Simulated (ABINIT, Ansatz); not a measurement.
Planning a run of Ansatz 0.2.0 on AlTlO2 (Fd-3m). The input:

```yaml
crystal:
  lattice:
    - [0.0, 4.04272, 4.04272]
    - [4.04272, 0.0, 4.04272]
    - [4.04272, 4.04272, 0.0]
  atoms:
    - { symbol: Al, position: [0.25, 0.25, 0.25] }
    - { symbol: Al, position: [0.0, 0.0, 0.0] }
    - { symbol: Tl, position: [0.75, 0.75, 0.75] }
    - { symbol: Tl, position: [0.5, 0.5, 0.5] }
    - { symbol: O, position: [0.125, 0.125, 0.125] }
    - { symbol: O, position: [0.625, 0.125, 0.125] }
    - { symbol: O, position: [0.125, 0.625, 0.125] }
    - { symbol: O, position: [0.125, 0.125, 0.625] }
kpoints:
  mp_grid: { grid: [6, 6, 6] }
hamiltonian:
  xc: lda
scf:
  occupations: { method: fixed }
dielectric: {}
```

```sh
ansatz run input.yaml --threads 4 --pin off --max-ram 7372MiB --backend cpu --events-out ev --progress --plain --runs-dir out
```

Question: Estimate wall time and host memory on 4 threads of Intel Xeon 6975P-C (Granite Rapids), shared host.

It took 20 s; on shared hardware allow 10 s to 40 s. Peak host memory was 1.0 GiB.

[Paths, hosts, dates, memory and timing lines, banners, echoed tables and standing remarks are left out of the program output.]

[Logs are printed without paths, hosts, clocks, repeated set-up lines and the standing remarks that a program may print on its own settings, such as how far it seeks lower states.]

[Runs of the session that timed out or met a known fault of the program may be left out.]

[Hosts, paths, dates, database ids (printed as entryN), source tags and the programs' standing remarks are cut or masked in the printed files.]

[G0W0 gaps are taken among the corrected bands and points alone; a level outside them can change the order at an edge.]

[Where Ansatz stands beside ABINIT at settings called matched, ABINIT's density can come from a denser mesh and the files from another edition; pairs whose starting gaps differed by over 0.03 eV were left out, so agreement reads better than it is.]
